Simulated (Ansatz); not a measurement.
## KVSe3 (model cell, started as cubic perovskite with V in the octahedra): following an unstable mode

Aim: this structure of KVSe3 (model cell, started as cubic perovskite with V in the octahedra) is to be tested for unstable modes, and one is followed downhill.

Method: DFT PBEsol, scalar-relativistic, plane waves, PAW; PAW set soft_1, in Ansatz 0.2.0.

The structure was built from a prototype and need not be the compound's stable phase.

### Step 1. Set-up

Symmetry: Pm-3m, No. 221, cubic system. Conventional cell: a = 4.859 Å, b = 4.859 Å, c = 4.859 Å, α = 90.00°, β = 90.00°, γ = 90.00°. Nearest to K lie 12 Se at 3.44 Å. Nearest to V lie 6 Se at 2.43 Å. Nearest to Se lie 2 V at 2.43 Å and 4 K at 3.44 Å. Farther neighbours and most contacts between anions are not listed.

### Step 2. The dispersion

The cell comes from relaxations at this level that are not shown. Stability and thermal properties need the whole zone. Linear response on a 2×2×2 q mesh gives force constants as far as a supercell of that size would.

Input file input.yaml:

```yaml
crystal:
  lattice:
    - [4.8592117424, 0.0, 0.0]
    - [0.0, 4.8592117424, 0.0]
    - [0.0, 0.0, 4.8592117424]
  atoms:
    - { symbol: K, position: [0.0, 0.0, 0.0] }
    - { symbol: V, position: [0.5, 0.5, 0.5] }
    - { symbol: Se, position: [0.5, 0.5, 0.0] }
    - { symbol: Se, position: [0.5, 0.0, 0.5] }
    - { symbol: Se, position: [0.0, 0.5, 0.5] }
kpoints:
  mp_grid: { grid: [8, 8, 8] }
hamiltonian:
  xc: pbesol
  pseudopotentials: { kind: paw, azcp: { folder: soft_1 }, xc_functional: pbe }
scf:
  occupations: { method: methfessel_paxton, width: 0.2 }
output:
  eigenvalues: true
phonons:
  method: dfpt
  qmesh: [2, 2, 2]
  temperatures: { t_max: 1000, t_step: 50 }
  qpath:
    path:
      - [[0.0, 0.0, 0.0], [0.0, 0.5, 0.0], [0.5, 0.5, 0.0], [0.0, 0.0, 0.0], [0.5, 0.5, 0.5], [0.0, 0.5, 0.0]]
      - [[0.5, 0.5, 0.5], [0.5, 0.5, 0.0]]
    npoints: 10
```

Started as:

```console
$ ansatz run input.yaml --threads 8 --pin off --max-ram 16384MiB --backend cpu --events-out ev --progress --plain --runs-dir out
```

Numbers of over 12 decimals in the logs are rounded to 6 here.

The log of the run:

```text
Engine: ansatz 0.2.0, aarch64-unknown-linux-gnu
Pseudopotentials: kind: paw
Pseudopotential: K, paw, valence charge 9, recommended cutoff 420 eV (normal), soft_1/K.paw.azcp
Pseudopotential: V, paw, valence charge 13, recommended cutoff 420 eV (normal), soft_1/V.paw.azcp
Pseudopotential: Se, paw, valence charge 16, recommended cutoff 420 eV (normal), soft_1/Se.paw.azcp
Functional definition: PBEsol
  exchange = pbesol_x
  correlation = pbesol_c
Crystal: 5 atoms, lattice volume = 114.735 Å³
Basis set: ecut = 420 eV, 2205 PW (Γ), exchange–correlation on 72×72×72 points (8 copies of the dense FFT grid, shifted against one another)
Bands: 42, of which v1, the nominal top of the filled ones, is band 35 counted from 1 (34 counted from 0)
Symmetry: 48 space group operations
k-points: 35 of 512
Non-local potential: K, projectors of the file, l = 0: 3, l = 1: 2, l = 2: 2
Non-local potential: V, projectors of the file, l = 0: 3, l = 1: 2, l = 2: 3, l = 3: 1
Non-local potential: Se, projectors of the file, l = 0: 2, l = 1: 2, l = 2: 3, l = 3: 1
PAW form: soft (Blöchl's): semilocal exchange-correlation on the pseudo side does not see the compensation charge
PAW frozen core: K, regenerated for the run's functional, and the local potential with it (the file was generated under x = pbe(κ = 0.804, μ = 0.219515), c = pbe(β = 0.066725))
PAW frozen core: V, regenerated for the run's functional, and the local potential with it (the file was generated under x = pbe(κ = 0.804, μ = 0.219515), c = pbe(β = 0.066725))
PAW frozen core: Se, regenerated for the run's functional, and the local potential with it (the file was generated under x = pbe(κ = 0.804, μ = 0.219515), c = pbe(β = 0.066725))
PAW one-centre angular grid: K, 110 points (default); XC on 64 Gauss nodes
PAW one-centre angular grid: V, 590 points (default); XC on 64 Gauss nodes
PAW one-centre angular grid: Se, 590 points (default); XC on 64 Gauss nodes
Initial density: superposition of atomic densities (chi_scale 0.1, normalization cell, long waves kept (reshape's long-wave potential 0.00 eV rms))
Initial wavefunctions: pseudopotential atomic-orbital guess
Functional: x = pbesol(κ = 0.804, μ = 0.123457), c = pbesol(β = 0.046)
SCF iter   1: F=—  HF=-20681.448303 eV  |F-HF|=—  |Δ(HF+E_count)|=         —  Δρ=1.99e-1  dr2=7.56e1  ethr=3.10e-3  ⟨swp⟩=7.3  Hψ=5475  notcnv=0
preconditioner: auto → Kerker (q_TF=auto, 2.513 Å⁻¹)  [metal: Δε(μ)=0.037 eV  Ē_g=9.270 eV  σ=0.200 eV  W_gap=0.16  n_scr=26 (ndim 8)  ℏωp=19.0 eV  f_vac=0.002  D(μ)=9.28/eV (n_scr^D=92)]
SCF iter   2: F=—  HF=-20678.177254 eV  |F-HF|=—  |Δ(HF+E_count)|=    3.27e0  S|Δr|=    0.00e0  Δρ=7.91e-2  dr2=1.34e1  ethr=3.10e-3  ⟨swp⟩=2.5  Hψ=2460  notcnv=0  defer=11
SCF iter   3: F=—  HF=-20677.105980 eV  |F-HF|=—  |Δ(HF+E_count)|=    1.07e0  S|Δr|=    0.00e0  Δρ=2.23e-2  dr2=1.05e0  ethr=3.10e-3  ⟨swp⟩=2.7  Hψ=2242  notcnv=0  defer=11
SCF iter   4: F=—  HF=-20677.019063 eV  |F-HF|=—  |Δ(HF+E_count)|=   8.69e-2  S|Δr|=    0.00e0  Δρ=3.79e-3  dr2=2.64e-2  ethr=1.50e-3  ⟨swp⟩=2.3  Hψ=1861  notcnv=0
SCF iter   5: F=—  HF=-20677.014710 eV  |F-HF|=—  |Δ(HF+E_count)|=   4.35e-3  S|Δr|=    0.00e0  Δρ=1.40e-3  dr2=5.30e-3  ethr=3.77e-5  ⟨swp⟩=2.1  Hψ=1949  notcnv=0
SCF iter   6: F=—  HF=-20677.014198 eV  |F-HF|=—  |Δ(HF+E_count)|=   5.12e-4  S|Δr|=    0.00e0  Δρ=6.49e-4  dr2=1.04e-3  ethr=7.57e-6  ⟨swp⟩=2.0  Hψ=2626  notcnv=0
SCF iter   7: F=—  HF=-20677.013876 eV  |F-HF|=—  |Δ(HF+E_count)|=   3.22e-4  S|Δr|=    0.00e0  Δρ=4.22e-4  dr2=4.02e-4  ethr=1.48e-6  ⟨swp⟩=2.7  Hψ=2391  notcnv=0
SCF iter   8: F=—  HF=-20677.013864 eV  |F-HF|=—  |Δ(HF+E_count)|=   1.19e-5  S|Δr|=    0.00e0  Δρ=1.72e-4  dr2=6.80e-5  ethr=5.75e-7  ⟨swp⟩=1.0  Hψ=1470  notcnv=0
SCF iter   9: F=—  HF=-20677.013859 eV  |F-HF|=—  |Δ(HF+E_count)|=   4.72e-6  S|Δr|=    0.00e0  Δρ=2.28e-5  dr2=1.16e-6  ethr=9.71e-8  ⟨swp⟩=1.7  Hψ=1568  notcnv=0
SCF iter  10: F=—  HF=-20677.013862 eV  |F-HF|=—  |Δ(HF+E_count)|=   3.40e-6  S|Δr|=    0.00e0  Δρ=1.03e-5  dr2=1.95e-7  ethr=1.66e-9  ⟨swp⟩=2.0  Hψ=1927  notcnv=0
[...]
SCF iter  13: F=—  HF=-20677.013862 eV  |F-HF|=—  |Δ(HF+E_count)|=  2.62e-10  S|Δr|=    0.00e0  Δρ=1.54e-7  dr2=2.71e-11  ethr=1.00e-12  ⟨swp⟩=2.0  Hψ=2630  notcnv=0
SCF iter  14: F=-20677.013862 eV  HF=-20677.013862 eV  |F-HF|=3.64e-12  |Δ(HF+E_count)|=  7.28e-12  S|Δr|=    0.00e0  Δρ=2.86e-8  dr2=1.27e-12  ethr=1.00e-12  ⟨swp⟩=6.2  Hψ=6769  notcnv=0
SCF 1 converged in 14 iterations: F = -20677.013862 eV  dr2 = 1.27e-12
  greatest PAW one-centre occupation: 1.000 electrons in one spin orbital (limit 2), on the Se atom at site 4 (counted from 0), in its partial waves of l = 2
Initial density: read from a saved state, or passed on in memory by an earlier SCF of this step, an earlier step, the calling program or the single point that the run made first
iter 1 solved again at ethr=2.09e-7 eV; its pass at ethr=3.10e-3 eV (dr2=1.46e-4 eV) is discarded
SCF iter   1: F=—  HF=-20677.013860 eV  |F-HF|=—  |Δ(HF+E_count)|=         —  Δρ=7.36e-7  dr2=7.92e-10  ethr=2.09e-7  ⟨swp⟩=3.0  Hψ=8511  notcnv=0
eigensolver tolerance schedule: the retry pair's looser diagonalisation over-reported the residual by 184289.05 of it (diagonalisation noise at an unbounded share of the residual, at the tolerance the schedule requests for it); recorded, not acted on — ethr = c·dr2/N_el stays at c = 1.0e-1
preconditioner: auto → LDOS  [metal: Δε(μ)=0.086 eV  Ē_g=9.299 eV  σ=0.200 eV  W_gap=0.35  n_scr=26 (ndim 8)  ℏωp=19.0 eV  f_vac=0.028  D(μ)=3.08/eV (n_scr^D=18)  β→1.0]
SCF iter   2: F=—  HF=-20677.013862 eV  |F-HF|=—  |Δ(HF+E_count)|=   2.46e-6  S|Δr|=    0.00e0  Δρ=8.75e-7  dr2=1.00e-9  ethr=1.13e-12  ⟨swp⟩=3.2  Hψ=4016  notcnv=0
SCF iter   3: F=—  HF=-20677.013862 eV  |F-HF|=—  |Δ(HF+E_count)|=  3.06e-10  S|Δr|=    0.00e0  Δρ=4.62e-7  dr2=3.74e-10  ethr=1.13e-12  ⟨swp⟩=2.0  Hψ=2120  notcnv=0
SCF iter   4: F=—  HF=-20677.013862 eV  |F-HF|=—  |Δ(HF+E_count)|=  2.18e-11  S|Δr|=    0.00e0  Δρ=3.26e-7  dr2=1.60e-10  ethr=1.00e-12  ⟨swp⟩=1.0  Hψ=1470  notcnv=0
SCF iter   5: F=—  HF=-20677.013862 eV  |F-HF|=—  |Δ(HF+E_count)|=  3.27e-11  S|Δr|=    0.00e0  Δρ=1.75e-7  dr2=4.45e-11  ethr=1.00e-12  ⟨swp⟩=1.0  Hψ=1470  notcnv=0
SCF iter   6: F=—  HF=-20677.013862 eV  |F-HF|=—  |Δ(HF+E_count)|=  7.28e-12  S|Δr|=    0.00e0  Δρ=1.04e-7  dr2=1.53e-11  ethr=1.00e-12  ⟨swp⟩=1.0  Hψ=1470  notcnv=0
SCF iter   7: F=-20677.013862 eV  HF=-20677.013862 eV  |F-HF|=0.00e0  |Δ(HF+E_count)|=  3.64e-12  S|Δr|=    0.00e0  Δρ=5.08e-8  dr2=3.90e-12  ethr=1.00e-12  ⟨swp⟩=2.5  Hψ=3076  notcnv=0
SCF 2 converged in 7 iterations: F = -20677.013862 eV  dr2 = 3.90e-12
  greatest PAW one-centre occupation: 1.000 electrons in one spin orbital (limit 2), on the Se atom at site 3 (counted from 0), in its partial waves of l = 2
phonons: the bands overlap, so this run is a metal and interpolates without the dipole-dipole term. If the crystal is really an insulator or semiconductor, its LO-TO splitting is missing
NSCF: frozen V_eff on 35 k-points
WARN: eigensolver did not converge (k=9): 1 band(s) unlocked after 20 sweeps at ethr=1.05e-12 eV (storage-precision floor; scheduled 1.00e-12 eV) (lowest unlocked band 41, counted from 0; max residual 1.69e-4 eV among the unlocked bands, 1.69e-4 eV over every band; other slots of this pass that fall short are told together in one closing line; warning suppressed until the next SCF loop or pass starts)
WARN: eigensolver did not converge in 10 slots of this pass, the one above among them; of largest residual over every band (k=12): 1 band(s) unlocked (lowest unlocked band 41, counted from 0; max residual 6.52e-4 eV among the unlocked bands, 6.52e-4 eV over every band); of lowest unlocked band (k=9): band 41
NSCF: frozen V_eff on 125 k-points
DFPT response loops at q = (0, 0, 0) (fractional): preconditioner auto → Kerker (q_TF=auto, 2.513 Å⁻¹) (partly filled bands, converged f_vac=0.028); β = 1.00, the filter's whole step (`scf.mixing.beta` (0.50) is not read by the response loops under this deck's `scf.mixing.preconditioner`; to damp them name `kerker` or `kerker_dos`, under which they read `scf.mixing.beta`, and type it under 1.00, their step now; both keys bind the ground state too); Broyden in place of MSR1
NSCF: frozen V_eff on 250 k-points
DFPT response loops at q = (0, 0, -0.5) (fractional): mixed as the last ones told, above
NSCF: frozen V_eff on 250 k-points
DFPT response loops at q = (0, -0.5, -0.5) (fractional): mixed as the last ones told, above
NSCF: frozen V_eff on 250 k-points
DFPT response loops at q = (-0.5, -0.5, -0.5) (fractional): mixed as the last ones told, above
SCF converged after 14 iterations
Stability not checked: this state was not tested for a lower state beside it, because cold or Methfessel-Paxton smearing, or corrected tetrahedra, fill the levels in a way that the test cannot read (fill_not_monotonic; see scf.lower_state_search)
Free energy (F): -20677.013862 eV
Harris-Foulkes:  -20677.013862 eV  (|F-HF|=3.64e-12)
Internal energy: -20677.022411 eV  (E = F + TS)
E sigma→0 (E₀):  -20677.015999 eV
Entropy (-TS):   0.008548 eV (1.710 meV/atom)
Fermi energy:    8.381485 eV
--- Per-component energies (eV) ---
  E_band       = -1468.836024
  E_kinetic    = 884.113794
  E_local      = -10347.039589  (includes V_loc(G=0)·N_el)
  E_nonlocal   = -962.272521
  E_hartree    = 5173.561292
  E_xc         = -502.038245
  E_vxc        = -580.779797  (∫ρ·V_xc dr)
  E_paw        = -8120.068435  (= ΣΔE_a)
  E_vpaw       = -809.980430  (= ΣTr[D̂ρ^β])
  E_aug_tail   = 0.000047  (compensation charges beyond the density's cutoff)
  E_ewald      = -6806.561674
  E_core_change = 3.282920  (= ΣΔE_core)
  E_smearing   = 0.008548  (= −TS)
  E_closure    = 0.000000  (closes the sum)
  Σ components = -20677.013862   (vs F -20677.013862, Δ=0.00e0)
--- Band table (eV; the first three rows and the last of 35) ---
  k-point 0: bands = [... 31 lower, 7.2256, 7.4402, 7.4402, 7.4402, 8.2429, 8.2429, 8.2429, 8.6186, ... 3 higher]
  k-point 1: bands = [... 31 lower, 7.0921, 7.4459, 7.5086, 7.7292, 7.7292, 8.4246, 8.4246, 8.6263, ... 3 higher]
  k-point 2: bands = [... 31 lower, 6.6228, 6.8090, 7.4595, 7.8063, 7.8063, 8.6389, 8.8347, 8.8347, ... 3 higher]
  k-point 34: bands = [... 31 lower, 4.5019, 8.8920, 8.8920, 8.8920, 9.1406, 9.1406, 9.1406, 12.0065, ... 3 higher]
--- Phonons (Γ-DFPT): 4 representative perturbations + reference (Σ response iterations 12) ---
  ASR residual: 4.698e-5 → 0.000e0 eV/Å²; symmetrization residual: 3.863e-6 eV/Å²
  ASR residual per site (eV/Å²): 2.49e-6 9.00e-6 4.70e-5 4.70e-5 4.70e-5
  Γ frequencies (cm⁻¹): -105.65 -105.65 -105.65 0.00 0.00 0.00 64.10 64.10 64.10 107.20 107.20 107.20 210.76 210.76 210.76
--- Phonons (arbitrary-q DFPT): 4 irreducible q on the 2×2×2 mesh ---
  q = [0.0000, 0.0000, 0.0000] (star 1, of the zone-centre solve; hermiticity 8.57e-7, symmetrization 9.06e-12): -105.65 -105.65 -105.65 -0.00 -0.00 0.00 64.10 64.10 64.10 107.20 107.20 107.20 210.76 210.76 210.76
  q = [0.0000, 0.0000, -0.5000] (star 3, 9 solved perturbations in 975 linear systems a pass and spin channel, the states on 125 of 512 k-point pairs; hermiticity 3.15e-7, symmetrization 3.22e-12): -100.32 -100.32 47.80 47.80 75.42 75.47 79.16 79.16 102.11 117.34 117.34 147.21 201.72 201.72 211.51
  q = [0.0000, -0.5000, -0.5000] (star 3, 9 solved perturbations in 975 linear systems a pass and spin channel, the states on 125 of 512 k-point pairs; hermiticity 1.29e-6, symmetrization 2.50e-12): -99.23 40.30 62.02 62.02 82.49 97.86 98.02 98.02 100.00 100.00 136.16 148.11 148.11 190.82 234.74
  q = [-0.5000, -0.5000, -0.5000] (star 1, 4 solved perturbations in 350 linear systems a pass and spin channel, the states on 125 of 512 k-point pairs; hermiticity 1.35e-6, symmetrization 2.63e-11): -80.47 -80.47 40.38 40.38 40.38 87.77 87.77 87.77 126.30 126.30 126.30 146.69 146.69 146.69 256.40
  sum rule: each row above includes the acoustic sum rule's correction from the zone centre's row sums; it moved no ω² by more than (0.40 cm⁻¹)²
  mesh force constants: q→R imaginary residual 2.79e-18; ASR residual 4.698e-5 → 0.000e0 eV/Å²; symmetrization residual 8.882e-15 eV/Å²
  interpolated dispersion: 62 rows × 15 modes
  density of states and harmonic sums: on the 14×14×14 q-mesh, interpolated from the force constants of a 2×2×2 supercell (no non-analytic term)
  largest difference from the sums on the solved wave vectors: F 1.67e-1 eV, S 2.07e-4 and C_V 5.36e-5 eV/K
  zero-point energy: 0.090890 eV/cell   skipped modes (ω ≤ 0): 211, of them read as no rigid motion or as one in doubt: 208 (1.657e0 modes/cell left out, lowest -105.65 cm⁻¹)   left out of the sums: 1.11e-1 of the cell's modes: C_V's classical limit lies that fraction below 3 k_B per atom; for a crystal, a wire or a layer, F and S can be off by more, and a phonons.interpolated_qmesh denser along its periods is the remedy for the sampling
```

The job ended after 3.4 min (8 threads of Arm Neoverse V2, shared host; peak memory 1.9 GiB; 26 min of CPU time).

This step gave:

```yaml
volume_per_atom: 22.95 Å³
gap_on_the_k_mesh: 0 eV
sum_rule_residual_before_enforcement: 4.70e-5 eV/Å²
lowest_frequency_on_the_path: -105.6 cm⁻¹
point_group: m-3m
highest_frequency_on_the_path_or_at_a_solved_wavevector: 256.4 cm⁻¹
highest_optical_mode_at_the_zone_centre_no_lo_to_term: 210.8 cm⁻¹
lowest_optical_zone_centre_mode: -105.7 cm⁻¹
lowest_mode_on_the_q_mesh_acoustic_modes_at_gamma_apart: -105.7 cm⁻¹
```

Frequencies (cm⁻¹) solved at each irreducible wavevector; negative means imaginary. Frequencies by wavevector, by row:

```
q in reciprocal lattice units  star  mode 1  mode 2  mode 3  mode 4  mode 13  mode 14  mode 15
                        0 0 0     1  -105.7  -105.7  -105.7       0    210.8    210.8    210.8
                     0 0 -0.5     3  -100.3  -100.3    47.8    47.8    201.7    201.7    211.5
                  0 -0.5 -0.5     3   -99.2    40.3      62      62    148.1    190.8    234.7
               -0.5 -0.5 -0.5     1   -80.5   -80.5    40.4    40.4    146.7    146.7    256.4
```

Interpolated from a 2×2×2 q mesh. The phonon branches at the labelled points (cm⁻¹):

```
    point  branch 1  branch 2  branch 3  branch 4  branch 12  branch 13  branch 14  branch 15
        Γ      -106      -106      -106         0        107        211        211        211
  halfway      -102      -102       -28        32        110        207        207        212
        X      -100      -100        48        48        147        202        202        212
  halfway       -99        30        48        50        148        156        197        231
        M       -99        40        62        62        148        148        191        235
  halfway       -99       -23        27        48        116        180        203        227
        Γ      -106      -106      -106         0        107        211        211        211
  halfway        19        19        35        35        119        171        171        242
        R       -80       -80        40        40        147        147        147        256
  halfway       -24        -1        43        50        141        145        157        248
        X      -100      -100        48        48        147        202        202        212
jump to R       -80       -80        40        40        147        147        147        256
  halfway       -48        13        40        53        142        144        144        252
        M       -99        40        62        62        148        148        191        235
```

Symmetry leaves 4 wavevectors to solve. The lowest mode among them, the acoustic zeros apart, lies at Γ and is imaginary, 105.7i cm⁻¹, so the energy falls along it.

### Step 3. The mode frozen in, largest atomic shift 0 Å

The mode followed lies at Γ with frequency 105.6i cm⁻¹ and is 3-fold degenerate, the softest among the wavevectors solved. At small amplitude the distorted cell has space group no. 99 by a symmetry search on the positions. The undistorted cell that holds it gives the zero of energy on the same k mesh.

input.yaml, the sections that differ from step 2:

```yaml
output:
  forces: true
  stress: true
  eigenvalues: true
# crystal, kpoints, hamiltonian, scf: as in step 2
# phonons: removed
```

The log of the run:

```text
[...]
Crystal: 5 atoms, lattice volume = 114.735 Å³
Basis set: ecut = 420 eV, 2205 PW (Γ), exchange–correlation on 72×72×72 points (8 copies of the dense FFT grid, shifted against one another)
Bands: 42, of which v1, the nominal top of the filled ones, is band 35 counted from 1 (34 counted from 0)
Symmetry: 48 space group operations
[...]
k-points: 35 of 512
[...]
k-point 0: bands = [... 31 lower, 7.2256, 7.4403, 7.4403, 7.4403, 8.2430, 8.2430, 8.2430, 8.6187, ... 3 higher]
  k-point 1: bands = [... 31 lower, 7.0921, 7.4459, 7.5086, 7.7293, 7.7293, 8.4247, 8.4247, 8.6264, ... 3 higher]
  k-point 2: bands = [... 31 lower, 6.6229, 6.8090, 7.4596, 7.8063, 7.8063, 8.6390, 8.8348, 8.8348, ... 3 higher]
  k-point 34: bands = [... 31 lower, 4.5019, 8.8920, 8.8920, 8.8920, 9.1407, 9.1407, 9.1407, 12.0065, ... 3 higher]
[key lines of the parts left out:]
SCF converged after 11 iterations
Free energy (F): -20677.013862 eV
Fermi energy:    8.381532 eV
P = ⅓ Tr σ = 0.0009 GPa (0.009 kbar)
```

Wall time 1.7 s (8 threads); peak memory 0.61 GiB; 11 s of CPU time.

This step gave:

```yaml
pressure: 8.53e-4 GPa
energy_from_the_undistorted_cell: 0 meV/atom
```

The run ends at a pressure of 0.00 GPa.

### Step 4. The mode frozen in, largest atomic shift 0.32 Å

The atoms are moved along the unstable eigenvector, the largest shift by 0.32 Å, with the cell fixed.

input.yaml, the sections that differ from step 3:

```yaml
crystal:
  lattice:
    - [4.8592117424, 0.0, 0.0]
    - [0.0, 4.8592117424, 0.0]
    - [0.0, 0.0, 4.8592117424]
  atoms:
    - { symbol: K, position: [0.0, 0.0094734753, 0.0] }
    - { symbol: V, position: [0.5, 0.4341456975, 0.5] }
    - { symbol: Se, position: [0.5, 0.5228097311, 0.0] }
    - { symbol: Se, position: [0.5, -0.0078293851, 0.5] }
    - { symbol: Se, position: [0.0, 0.5228097311, 0.5] }
# kpoints, hamiltonian, scf, output: as in step 3
```

The log of the run:

```text
[...]
Crystal: 5 atoms, lattice volume = 114.735 Å³
Basis set: ecut = 420 eV, 2205 PW (Γ), exchange–correlation on 72×72×72 points (8 copies of the dense FFT grid, shifted against one another)
Bands: 42, of which v1, the nominal top of the filled ones, is band 35 counted from 1 (34 counted from 0)
Symmetry: 8 space group operations
[...]
k-points: 75 of 512 (time reversal used)
[...]
k-point 0: bands = [... 31 lower, 6.9418, 7.3253, 7.6256, 7.6476, 7.6476, 9.1731, 9.1731, 9.2603, ... 3 higher]
  k-point 1: bands = [... 31 lower, 6.9052, 7.0145, 7.2516, 7.7061, 8.2427, 8.4056, 9.1755, 9.4872, ... 3 higher]
  k-point 2: bands = [... 31 lower, 6.5626, 6.6905, 6.9318, 7.3229, 8.4525, 8.7268, 9.1875, 9.5105, ... 3 higher]
  k-point 74: bands = [... 31 lower, 4.9369, 8.5777, 8.5777, 9.0161, 9.0680, 9.2453, 9.2453, 12.0822, ... 3 higher]
[key lines of the parts left out:]
SCF converged after 11 iterations
Free energy (F): -20677.070426 eV
Fermi energy:    8.397905 eV
P = ⅓ Tr σ = 1.6184 GPa (16.184 kbar)
```

Wall time 5.3 s (8 threads); peak memory 0.66 GiB; 40 s of CPU time.

Numbers from this step:

| Item | Value |
| --- | --- |
| pressure | 1.618 GPa |
| energy from the undistorted cell | -10.86 meV/atom |

The energy, extrapolated to zero smearing, is -10.86 meV/atom against the undistorted cell.

The run ends at a pressure of 1.62 GPa, with forces up to 0.89 eV/Å.

(Part 1 of 3 ends here.)

[Logs are printed without paths, hosts, clocks, repeated set-up lines and the standing remarks that a program may print on its own settings, such as how far it seeks lower states.]

[Hosts, paths, dates, database ids (printed as entryN), source tags and the programs' standing remarks are cut or masked in the printed files.]
